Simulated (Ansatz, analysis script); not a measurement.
## Stoner picture of Fe

Aim: the energy of Fe as its total moment is fixed at a series of values, and its answer to a field.

Program: Ansatz 0.2.0. Level of theory: PBE, PAW set soft_1. Results are calculated unless marked as measured.

The database entry behind the starting cell differs from later determinations by our own check (an axis about 0.7 % long against later determinations), so it need not match the best structure at ambient conditions.

## (1) The starting structure

It takes space group Im-3m (No. 229, cubic). Conventional cell: a = 2.886 Å, b = 2.886 Å, c = 2.886 Å, α = 90.00°, β = 90.00°, γ = 90.00°. Nearest to Fe lie 8 Fe at 2.50 Å.

## (2) Starting state

A collinear run comes first: it shows whether moments survive, and how large they are.

File input.yaml:

```yaml
crystal:
  lattice:
    - [-1.443, 1.443, 1.443]
    - [1.443, -1.443, 1.443]
    - [1.443, 1.443, -1.443]
  atoms:
    - { symbol: Fe, position: [0.0, 0.0, 0.0], spin: 2.8 }
magnetization:
  spin_polarized: true
kpoints:
  mp_grid: { grid: [16, 16, 16] }
hamiltonian:
  xc: pbe
  pseudopotentials: { kind: paw, azcp: { folder: soft_1 } }
scf:
  occupations: { method: fermi_dirac, width: 0.05 }
  max_iter: 120
  convergence: { dr2_threshold: 1.0e-08 }
  lower_state_search: "off"
```

Command:

```bash
> ansatz run input.yaml --threads 2 --pin off --max-ram 5120MiB --backend cpu --events-out ev --progress --plain --runs-dir out
```

Numbers of over 12 decimals in the logs are rounded to 6 here.

Log:

```text
Engine: ansatz 0.2.0, x86_64-unknown-linux-gnu
Pseudopotentials: kind: paw
Pseudopotential: Fe, paw, valence charge 16, recommended cutoff 420 eV (normal), soft_1/Fe.paw.azcp
Functional definition: PBE
  parameter kappa = 0.804
  parameter beta = 0.066725
  exchange = pbe_x(kappa = kappa, mu = beta*pi^2/3)
  correlation = pbe_c(beta = beta)
Crystal: 1 atoms, lattice volume = 12.019 Å³
Basis set: ecut = 420 eV, 225 PW (Γ)
Bands: 14, of which v1, the nominal top of the filled ones, is band 8 counted from 1 (7 counted from 0)
Symmetry: 48 space group operations
Space group: Im-3m (ITA 229), of the structure as read, at distance tolerance 2.3e-5 Å
Magnetic group: BNS 229.140 (UNI 1642), of the structure as read, at distance tolerance 2.3e-5 Å
k-points: 145 of 4096
Non-local potential: Fe, projectors of the file, l = 0: 3, l = 1: 2, l = 2: 3, l = 3: 1
PAW form: soft (Blöchl's): semilocal exchange-correlation on the pseudo side does not see the compensation charge
PAW one-centre angular grid: Fe, 590 points (default); XC on 64 Gauss nodes
Initial density: superposition of atomic densities (chi_scale 0.1, normalization cell)
Starting moments: Σ|m| = 2.8 μB on 1 of 1 site
Initial wavefunctions: pseudopotential atomic-orbital guess
Functional: x = pbe(κ = 0.804, μ = 0.219515), c = pbe(β = 0.066725)
iter 1 solved again at ethr=1.23e-3 eV; its pass at ethr=3.10e-3 eV (dr2=1.97e-1 eV) is discarded
SCF iter   1: F=—  HF=-4480.301157 eV  |F-HF|=—  |Δ(HF+E_count)|=         —  Δρ=4.85e-2 (↑4.85e-2 ↓2.92e-2)  dr2=1.98e-1  dr2_m=1.08e-1  M=2.397 μB ∫|m|=2.418 μB  β_m=0.30  ethr=1.23e-3  ⟨swp⟩=1.0  Hψ=25928  notcnv=0
preconditioner: auto → none  [metal: Δε(μ)=0.025 eV  Ē_g=14.335 eV  σ=0.050 eV  W_gap=0.12  n_scr=0 (ndim 8)  ℏωp=30.3 eV  f_vac=0.000  D(μ)=1.17/eV (n_scr^D=12)]
SCF iter   2: F=—  HF=-4480.357026 eV  |F-HF|=—  |Δ(HF+E_count)|=   5.59e-2  Δρ=2.22e-2 (↑1.54e-2 ↓2.22e-2)  dr2=4.01e-3  dr2_m=3.61e-2  M=2.424 μB ∫|m|=2.459 μB  β_m=0.30  ethr=1.23e-3  ⟨swp⟩=2.6  Hψ=6842  notcnv=0
SCF iter   3: F=—  HF=-4480.401810 eV  |F-HF|=—  |Δ(HF+E_count)|=   4.48e-2  Δρ=1.71e-2 (↑1.69e-2 ↓1.71e-2)  dr2=6.94e-3  dr2_m=2.84e-2  M=2.374 μB ∫|m|=2.431 μB  β_m=0.30  ethr=2.50e-5  ⟨swp⟩=2.2  Hψ=8673  notcnv=0  defer=94
SCF iter   4: F=—  HF=-4480.428630 eV  |F-HF|=—  |Δ(HF+E_count)|=   2.68e-2  Δρ=1.32e-2 (↑1.13e-2 ↓1.32e-2)  dr2=4.34e-3  dr2_m=1.53e-2  M=2.363 μB ∫|m|=2.434 μB  β_m=0.30  ethr=2.50e-5  ⟨swp⟩=2.1  Hψ=7475  notcnv=0  defer=118
SCF iter   5: F=—  HF=-4480.444753 eV  |F-HF|=—  |Δ(HF+E_count)|=   1.61e-2  Δρ=1.02e-2 (↑9.66e-3 ↓1.02e-2)  dr2=9.42e-5  dr2_m=1.08e-2  M=2.337 μB ∫|m|=2.423 μB  β_m=0.30  ethr=2.50e-5  ⟨swp⟩=1.6  Hψ=5408  notcnv=0  defer=137
SCF iter   6: F=—  HF=-4480.455042 eV  |F-HF|=—  |Δ(HF+E_count)|=   1.03e-2  Δρ=8.10e-3 (↑7.62e-3 ↓8.10e-3)  dr2=1.32e-4  dr2_m=6.77e-3  M=2.323 μB ∫|m|=2.418 μB  β_m=0.30  ethr=5.89e-7  ⟨swp⟩=2.0  Hψ=6820  notcnv=0  defer=147
SCF iter   7: F=—  HF=-4480.460982 eV  |F-HF|=—  |Δ(HF+E_count)|=   5.94e-3  Δρ=6.33e-3 (↑6.33e-3 ↓6.32e-3)  dr2=9.20e-6  dr2_m=4.40e-3  M=2.311 μB ∫|m|=2.414 μB  β_m=0.30  ethr=5.89e-7  ⟨swp⟩=2.0  Hψ=6432  notcnv=0  defer=147
SCF iter   8: F=—  HF=-4480.464559 eV  |F-HF|=—  |Δ(HF+E_count)|=   3.58e-3  Δρ=5.05e-3 (↑5.05e-3 ↓4.95e-3)  dr2=1.44e-5  dr2_m=2.75e-3  M=2.302 μB ∫|m|=2.412 μB  β_m=0.30  ethr=5.75e-8  ⟨swp⟩=2.1  Hψ=6339  notcnv=0  defer=147
Mixer restart at iter 8: flushing history
spin-set hold released at iteration 8 (site moments contracting): the magnetisation degrees of freedom join the quasi-Newton model from the next iteration; the mixer history was flushed
SCF iter   9: F=—  HF=-4480.466683 eV  |F-HF|=—  |Δ(HF+E_count)|=   2.12e-3  Δρ=3.93e-3 (↑3.89e-3 ↓3.93e-3)  dr2=5.87e-6  dr2_m=1.68e-3  M=2.296 μB ∫|m|=2.411 μB  β_m=0.65  ethr=5.75e-8  ⟨swp⟩=2.0  Hψ=6316  notcnv=0  defer=149
SCF iter  10: F=—  HF=-4480.469835 eV  |F-HF|=—  |Δ(HF+E_count)|=   3.15e-3  Δρ=4.73e-4 (↑4.73e-4 ↓3.99e-4)  dr2=4.00e-5  dr2_m=6.48e-6  M=2.276 μB ∫|m|=2.406 μB  β_m=0.73  ethr=3.67e-8  ⟨swp⟩=3.8  Hψ=9969  notcnv=0  defer=153
SCF iter  11: F=—  HF=-4480.469873 eV  |F-HF|=—  |Δ(HF+E_count)|=   3.83e-5  Δρ=8.04e-4 (↑8.04e-4 ↓5.10e-4)  dr2=1.37e-4  dr2_m=3.11e-6  M=2.277 μB ∫|m|=2.407 μB  β_m=0.54  ethr=3.67e-8  ⟨swp⟩=2.0  Hψ=6523  notcnv=0  defer=153  recentre
SCF iter  12: F=—  HF=-4480.469840 eV  |F-HF|=—  |Δ(HF+E_count)|=   3.30e-5  Δρ=1.04e-4 (↑1.04e-4 ↓8.86e-5)  dr2=3.39e-7  dr2_m=8.84e-7  M=2.276 μB ∫|m|=2.406 μB  β_m=0.63  ethr=3.67e-8  ⟨swp⟩=2.0  Hψ=6237  notcnv=0  defer=153
SCF iter  13: F=—  HF=-4480.469841 eV  |F-HF|=—  |Δ(HF+E_count)|=   8.32e-7  Δρ=3.52e-5 (↑3.52e-5 ↓2.83e-5)  dr2=5.24e-9  dr2_m=1.11e-7  M=2.275 μB ∫|m|=2.406 μB  β_m=0.82  ethr=6.25e-11  ⟨swp⟩=1.2  Hψ=11584  notcnv=0
iter 14 met the thresholds in force, and the SCF goes on: an eigenvalue changes by 0.42 meV, over its tolerance of 0.16 meV (output.eigenvalues, Limitations)
SCF iter  14: F=-4480.469841 eV  HF=-4480.469841 eV  |F-HF|=4.17e-9  |Δ(HF+E_count)|=   1.96e-7  Δρ=1.07e-5 (↑1.07e-5 ↓4.01e-6)  dr2=6.22e-9  dr2_m=5.01e-9  M=2.275 μB ∫|m|=2.405 μB  β_m=0.91  ethr=3.27e-11  ⟨swp⟩=3.0  Hψ=8639  notcnv=0
SCF iter  15: F=-4480.469841 eV  HF=-4480.469841 eV  |F-HF|=4.46e-11  |Δ(HF+E_count)|=  7.64e-11  Δρ=2.40e-6 (↑1.22e-6 ↓2.40e-6)  dr2=1.05e-10  dr2_m=3.57e-10  M=2.275 μB ∫|m|=2.405 μB  ethr=3.27e-11  ⟨swp⟩=1.0  Hψ=9917  notcnv=0
SCF 1 converged in 15 iterations: F = -4480.469841 eV  dr2 = 1.05e-10
  greatest PAW one-centre occupation: 1.001 electrons in one spin orbital (limit 2), on the Fe atom at site 0 (counted from 0), in its partial waves of l = 1
SCF converged after 15 iterations
an eigenvalue changed by more than its tolerance at an iteration that met the thresholds in force, so the SCF went on 1 time: the last check found none over its tolerance
Magnetization: 2.2753 μB (9.1377 up, 6.8623 down)
Absolute magnetization: 2.4054 μB (∫|ρ↑−ρ↓|, with the PAW one-centre terms)
Spin contamination: 0.0430 ħ² per cell (⟨S²⟩ above its minimum at these occupations)
Per-site moments (μB) at R_I (Å): [(2.331077, 1.030982)]
Free energy (F): -4480.469841 eV
Harris-Foulkes:  -4480.469841 eV  (|F-HF|=4.46e-11)
Internal energy: -4480.461655 eV  (E = F + TS)
E sigma→0 (E₀):  -4480.465748 eV
Entropy (-TS):   -0.008187 eV (-8.187 meV/atom)
Fermi energy:    17.148757 eV
--- Per-component energies (eV) ---
  E_band       = -231.565293
  E_kinetic    = 329.107394
  E_local      = -2182.046312  (includes V_loc(G=0)·N_el)
  E_nonlocal   = 289.512695
  E_hartree    = 899.145585
  E_xc         = -110.158627
  E_vxc        = -141.469984  (∫ρ·V_xc dr)
  E_paw        = -1381.811392  (= ΣΔE_a)
  E_vpaw       = -324.959829  (= ΣTr[D̂ρ^β])
  E_aug_tail   = -0.001036  (compensation charges beyond the density's cutoff)
  E_ewald      = -2324.209962
  E_smearing   = -0.008187  (= −TS)
  E_closure    = 0.000000  (closes the sum)
  Σ components = -4480.469841   (vs F -4480.469841, Δ=0.00e0)
```

Elapsed: 9.8 s, on 2 threads of Intel Xeon at 2.50GHz (Skylake/Cascade Lake), shared host; peak memory 0.28 GiB; 10 s of CPU time.

Spin moment in the atom's sphere by atom:

```
atom  spin moment in the atom's sphere (μB)
 Fe1                                   2.33
```

The run ends ferromagnetic, with a net moment of 2.27 μB a cell. With one Fe atom carrying the moment, parallel order of its images is forced by the cell, not found.

## (3) The same state on a denser mesh

Levels at the Fermi energy are partly filled, so moments and energy differences can hang on the k-mesh, and the state is solved again on a denser one.

input.yaml, the sections that differ from step 2:

```yaml
crystal:
  lattice:
    - [-1.443, 1.443, 1.443]
    - [1.443, -1.443, 1.443]
    - [1.443, 1.443, -1.443]
  atoms:
    - { symbol: Fe, position: [0.0, 0.0, 0.0], spin: 2.33 }
kpoints:
  mp_grid: { grid: [19, 19, 19] }
basis:
  ecutwfc: 420.0
checkpoint:
  read: start
  write: ck
  compress: false
  write_wavefunctions: false
  write_every: 100000
# magnetization, hamiltonian, scf: as in step 2
```

Log:

```text
[...]
SCF converged after 6 iterations
Magnetization: 2.2542 μB (9.1271 up, 6.8729 down)
Absolute magnetization: 2.3852 μB (∫|ρ↑−ρ↓|, with the PAW one-centre terms)
[...]
Per-site moments (μB) at R_I (Å): [(2.310683, 1.030982)]
Free energy (F): -4480.469819 eV
[...]
Internal energy: -4480.460950 eV  (E = F + TS)
E sigma→0 (E₀):  -4480.465384 eV
Entropy (-TS):   -0.008868 eV (-8.868 meV/atom)
Fermi energy:    17.139277 eV
[...]
```

Elapsed: 9.9 s, on 2 threads; peak memory 0.3 GiB.

Spin moment in the atom's sphere by atom:

```
atom  spin moment in the atom's sphere (μB)
 Fe1                                   2.31
```

The run ends ferromagnetic, with a net moment of 2.25 μB a cell, against 2.27 μB on the first mesh.

## (4) The non-magnetic reference

The state without spin is the zero of E(M).

input.yaml, the sections that differ from step 3:

```yaml
crystal:
  lattice:
    - [-1.443, 1.443, 1.443]
    - [1.443, -1.443, 1.443]
    - [1.443, 1.443, -1.443]
  atoms:
    - { symbol: Fe, position: [0.0, 0.0, 0.0] }
scf:
  occupations: { method: fermi_dirac, width: 0.05 }
  max_iter: 120
  convergence: { dr2_threshold: 1.0e-08 }
# kpoints, hamiltonian, basis: as in step 3
# magnetization: removed
# checkpoint: removed
```

Command:

```bash
> ansatz run input.yaml --threads 1 --pin off --max-ram 2560MiB --backend cpu --events-out ev --progress --plain --runs-dir out
```

Log:

```text
[...]
Crystal: 1 atoms, lattice volume = 12.019 Å³
Basis set: ecut = 420 eV, 225 PW (Γ)
Bands: 12, of which v1, the nominal top of the filled ones, is band 8 counted from 1 (7 counted from 0)
Symmetry: 48 space group operations
[...]
k-points: 220 of 6859
[...]
SCF iter   1: F=—  HF=-4480.005546 eV  |F-HF|=—  |Δ(HF+E_count)|=         —  Δρ=7.94e-2  dr2=4.74e-1  ethr=3.10e-3  ⟨swp⟩=4.7  Hψ=13163  notcnv=0
[...]
SCF iter   6: F=-4479.881801 eV  HF=-4479.881801 eV  |F-HF|=3.57e-10  |Δ(HF+E_count)|=   7.81e-9  Δρ=1.88e-6  dr2=3.19e-10  ethr=6.25e-11  ⟨swp⟩=2.6  Hψ=5788  notcnv=0
SCF 1 converged in 6 iterations: F = -4479.881801 eV  dr2 = 3.19e-10
[...]
SCF converged after 6 iterations
Free energy (F): -4479.881801 eV
[...]
Internal energy: -4479.848580 eV  (E = F + TS)
E sigma→0 (E₀):  -4479.865190 eV
Entropy (-TS):   -0.033221 eV (-33.221 meV/atom)
Fermi energy:    17.259603 eV
[...]
```

Elapsed: 5.2 s, on 1 thread; peak memory 0.3 GiB.

The free collinear run lies 588 meV below it.

## (5) Without spin, levels printed

Changes to input.yaml since step 4:

```diff
@@ -18 +18,3 @@
   ecutwfc: 420.0
+output:
+  eigenvalues: true
```

Log:

```text
[...]
Crystal: 1 atoms, lattice volume = 12.019 Å³
Basis set: ecut = 420 eV, 225 PW (Γ)
Bands: 12, of which v1, the nominal top of the filled ones, is band 8 counted from 1 (7 counted from 0)
Symmetry: 48 space group operations
[...]
k-points: 220 of 6859
[...]
Fermi energy:    17.259603 eV
[...]
--- Band table (eV; the first three rows and the last of 220) ---
  k-point 0: bands = [... 4 lower, 9.0326, 15.7645, 15.7645, 15.7645, 17.2266, 17.2266, 40.9611, 40.9611]
  k-point 1: bands = [... 4 lower, 9.1433, 15.7331, 15.7612, 15.8240, 17.1937, 17.2291, 40.2930, 40.8266]
  k-point 2: bands = [... 4 lower, 9.4702, 15.6432, 15.7436, 15.9984, 17.1124, 17.2370, 38.6655, 40.3284]
  k-point 219: bands = [... 4 lower, 13.4253, 13.4284, 18.0631, 18.0631, 18.0975, 26.3226, 26.8229, 26.8229]
[key lines of the parts left out:]
SCF converged after 6 iterations
Free energy (F): -4479.881801 eV
```

It took 5.2 s on 1 thread; peak memory 0.3 GiB.

## (6) Total moment fixed at 0.326 μB

Two Fermi levels, one a spin, hold the total moment exactly, which reaches states that a free run would leave.

input.yaml, the sections that differ from step 5:

```yaml
crystal:
  lattice:
    - [-1.443, 1.443, 1.443]
    - [1.443, -1.443, 1.443]
    - [1.443, 1.443, -1.443]
  atoms:
    - { symbol: Fe, position: [0.0, 0.0, 0.0], spin: 0.326 }
magnetization:
  spin_polarized: true
  initial_magnetization: 0.326
  spin_locking: { lock_magnetization: hard }
scf:
  occupations: { method: fermi_dirac, width: 0.05 }
  max_iter: 120
  convergence: { dr2_threshold: 1.0e-08 }
  lower_state_search: "off"
# kpoints, hamiltonian, basis: as in step 5
# output: removed
```

Log:

```text
[...]
Crystal: 1 atoms, lattice volume = 12.019 Å³
Basis set: ecut = 420 eV, 225 PW (Γ)
Bands: 13, of which v1, the nominal top of the filled ones, is band 8 counted from 1 (7 counted from 0)
Symmetry: 48 space group operations
[...]
k-points: 220 of 6859
[...]
Starting moments: Σ|m| = 0.326 μB on 1 of 1 site
[...]
SCF iter   9: F=-4479.909472 eV  HF=-4479.909472 eV  |F-HF|=1.46e-11  |Δ(HF+E_count)|=   1.58e-9  Δρ=2.10e-7 (↑2.10e-7 ↓1.78e-7)  dr2=4.61e-12  dr2_m=1.06e-12  M=0.326 μB ∫|m|=0.391 μB  ethr=6.25e-11  ⟨swp⟩=2.0  Hψ=11068  notcnv=0
SCF 1 converged in 9 iterations: F = -4479.909472 eV  dr2 = 4.61e-12
[...]
SCF converged after 9 iterations
Stability checked in part: among states of this total moment the steps that led to this state did not find it unstable. No probe was made; neither looks for a lower state of another moment (fixed_total_moment; see scf.lower_state_search)
Magnetization: 0.3260 μB (8.1630 up, 7.8370 down)
Absolute magnetization: 0.3901 μB (∫|ρ↑−ρ↓|, with the PAW one-centre terms)
[...]
Per-site moments (μB) at R_I (Å): [(0.352272, 1.030982)]
Free energy (F): -4479.909472 eV
[...]
Internal energy: -4479.875860 eV  (E = F + TS)
E sigma→0 (E₀):  -4479.892666 eV
Entropy (-TS):   -0.033613 eV (-33.613 meV/atom)
Fermi energy:    17.249239 (↑ 17.082216, ↓ 17.416261) eV
[...]
```

Wall time 11 s (1 thread); peak memory 0.3 GiB.

The energy is -27.7 meV from the state without spin, and the largest site carries 0.352 μB.

## (7) Total moment fixed at 0.651 μB

input.yaml, the sections that differ from step 6:

```yaml
crystal:
  lattice:
    - [-1.443, 1.443, 1.443]
    - [1.443, -1.443, 1.443]
    - [1.443, 1.443, -1.443]
  atoms:
    - { symbol: Fe, position: [0.0, 0.0, 0.0], spin: 0.651 }
magnetization:
  spin_polarized: true
  initial_magnetization: 0.651
  spin_locking: { lock_magnetization: hard }
# kpoints, hamiltonian, scf, basis: as in step 6
```

Log:

```text
[...]
Crystal: 1 atoms, lattice volume = 12.019 Å³
Basis set: ecut = 420 eV, 225 PW (Γ)
Bands: 13, of which v1, the nominal top of the filled ones, is band 8 counted from 1 (7 counted from 0)
Symmetry: 48 space group operations
[...]
k-points: 220 of 6859
[...]
Starting moments: Σ|m| = 0.651 μB on 1 of 1 site
[...]
SCF iter   9: F=-4479.988458 eV  HF=-4479.988458 eV  |F-HF|=7.30e-10  |Δ(HF+E_count)|=   1.93e-8  Δρ=1.84e-6 (↑1.83e-6 ↓1.84e-6)  dr2=9.41e-10  dr2_m=7.24e-12  M=0.651 μB ∫|m|=0.768 μB  ethr=6.25e-11  ⟨swp⟩=1.0  Hψ=16733  notcnv=0
SCF 1 converged in 9 iterations: F = -4479.988458 eV  dr2 = 9.41e-10
[...]
SCF converged after 9 iterations
[...]
Magnetization: 0.6510 μB (8.3255 up, 7.6745 down)
Absolute magnetization: 0.7678 μB (∫|ρ↑−ρ↓|, with the PAW one-centre terms)
[...]
Per-site moments (μB) at R_I (Å): [(0.699625, 1.030982)]
Free energy (F): -4479.988458 eV
[...]
Internal energy: -4479.959968 eV  (E = F + TS)
E sigma→0 (E₀):  -4479.974213 eV
Entropy (-TS):   -0.028490 eV (-28.490 meV/atom)
Fermi energy:    17.242329 (↑ 16.930412, ↓ 17.554246) eV
[...]
```

Wall time 12 s (1 thread); peak memory 0.3 GiB.

The energy is -107 meV from the state without spin, and the largest site carries 0.700 μB.

## (8) Total moment fixed at 1.628 μB

input.yaml, the sections that differ from step 7:

```yaml
crystal:
  lattice:
    - [-1.443, 1.443, 1.443]
    - [1.443, -1.443, 1.443]
    - [1.443, 1.443, -1.443]
  atoms:
    - { symbol: Fe, position: [0.0, 0.0, 0.0], spin: 1.628 }
magnetization:
  spin_polarized: true
  initial_magnetization: 1.628
  spin_locking: { lock_magnetization: hard }
# kpoints, hamiltonian, scf, basis: as in step 7
```

Log:

```text
[...]
Crystal: 1 atoms, lattice volume = 12.019 Å³
Basis set: ecut = 420 eV, 225 PW (Γ)
Bands: 13, of which v1, the nominal top of the filled ones, is band 8 counted from 1 (7 counted from 0)
Symmetry: 48 space group operations
[...]
k-points: 220 of 6859
[...]
Starting moments: Σ|m| = 1.628 μB on 1 of 1 site
[...]
SCF iter   8: F=-4480.342256 eV  HF=-4480.342256 eV  |F-HF|=1.50e-9  |Δ(HF+E_count)|=   7.17e-9  Δρ=5.19e-6 (↑5.19e-6 ↓4.12e-6)  dr2=3.47e-9  dr2_m=9.61e-10  M=1.628 μB ∫|m|=1.781 μB  ethr=6.25e-11  ⟨swp⟩=1.8  Hψ=16988  notcnv=0
SCF 1 converged in 8 iterations: F = -4480.342256 eV  dr2 = 3.47e-9
[...]
SCF converged after 8 iterations
[...]
Magnetization: 1.6280 μB (8.8140 up, 7.1860 down)
Absolute magnetization: 1.7811 μB (∫|ρ↑−ρ↓|, with the PAW one-centre terms)
[...]
Per-site moments (μB) at R_I (Å): [(1.697414, 1.030982)]
Free energy (F): -4480.342256 eV
[...]
Internal energy: -4480.330029 eV  (E = F + TS)
E sigma→0 (E₀):  -4480.336143 eV
Entropy (-TS):   -0.012227 eV (-12.227 meV/atom)
Fermi energy:    17.283016 (↑ 16.950507, ↓ 17.615525) eV
[...]
```

The job ended after 10 s (1 thread; peak memory 0.3 GiB).

The energy is -460 meV from the state without spin, and the largest site carries 1.70 μB.

## (9) Total moment fixed at 2.93 μB

input.yaml, the sections that differ from step 8:

```yaml
crystal:
  lattice:
    - [-1.443, 1.443, 1.443]
    - [1.443, -1.443, 1.443]
    - [1.443, 1.443, -1.443]
  atoms:
    - { symbol: Fe, position: [0.0, 0.0, 0.0], spin: 2.93 }
magnetization:
  spin_polarized: true
  initial_magnetization: 2.93
  spin_locking: { lock_magnetization: hard }
# kpoints, hamiltonian, scf, basis: as in step 8
```

Log:

```text
[...]
Crystal: 1 atoms, lattice volume = 12.019 Å³
Basis set: ecut = 420 eV, 225 PW (Γ)
Bands: 14, of which v1, the nominal top of the filled ones, is band 8 counted from 1 (7 counted from 0)
Symmetry: 48 space group operations
[...]
k-points: 220 of 6859
[...]
Starting moments: Σ|m| = 2.93 μB on 1 of 1 site
[...]
SCF iter   8: F=-4480.294939 eV  HF=-4480.294939 eV  |F-HF|=2.48e-10  |Δ(HF+E_count)|=   1.85e-8  Δρ=1.99e-6 (↑1.80e-6 ↓1.99e-6)  dr2=2.41e-10  dr2_m=2.77e-10  M=2.930 μB ∫|m|=2.976 μB  ethr=6.25e-11  ⟨swp⟩=3.0  Hψ=14239  notcnv=0
SCF 1 converged in 8 iterations: F = -4480.294939 eV  dr2 = 2.41e-10
[...]
SCF converged after 8 iterations
[...]
Magnetization: 2.9300 μB (9.4650 up, 6.5350 down)
Absolute magnetization: 2.9761 μB (∫|ρ↑−ρ↓|, with the PAW one-centre terms)
[...]
Per-site moments (μB) at R_I (Å): [(2.910004, 1.030982)]
Free energy (F): -4480.294939 eV
[...]
Internal energy: -4480.285275 eV  (E = F + TS)
E sigma→0 (E₀):  -4480.290107 eV
Entropy (-TS):   -0.009664 eV (-9.664 meV/atom)
Fermi energy:    17.685559 (↑ 18.365736, ↓ 17.005382) eV
[...]
```

Run time: 9.8 s. Hardware: 1 thread; peak memory 0.3 GiB.

The energy is -413 meV from the state without spin, and the largest site carries 2.91 μB.

The other 5 runs of this kind were made alike; their results stand in the table below.

(Continued in part 2 of 2.)

[Logs and program files are shortened in this print: banners, set-up blocks, solver, clock and traceback lines can be left out without a mark of their own.]

[Logs are printed without paths, hosts, clocks, repeated set-up lines and the standing remarks that a program may print on its own settings, such as how far it seeks lower states.]

[Hosts, paths, dates, database ids (printed as entryN), source tags and the programs' standing remarks are cut or masked in the printed files.]
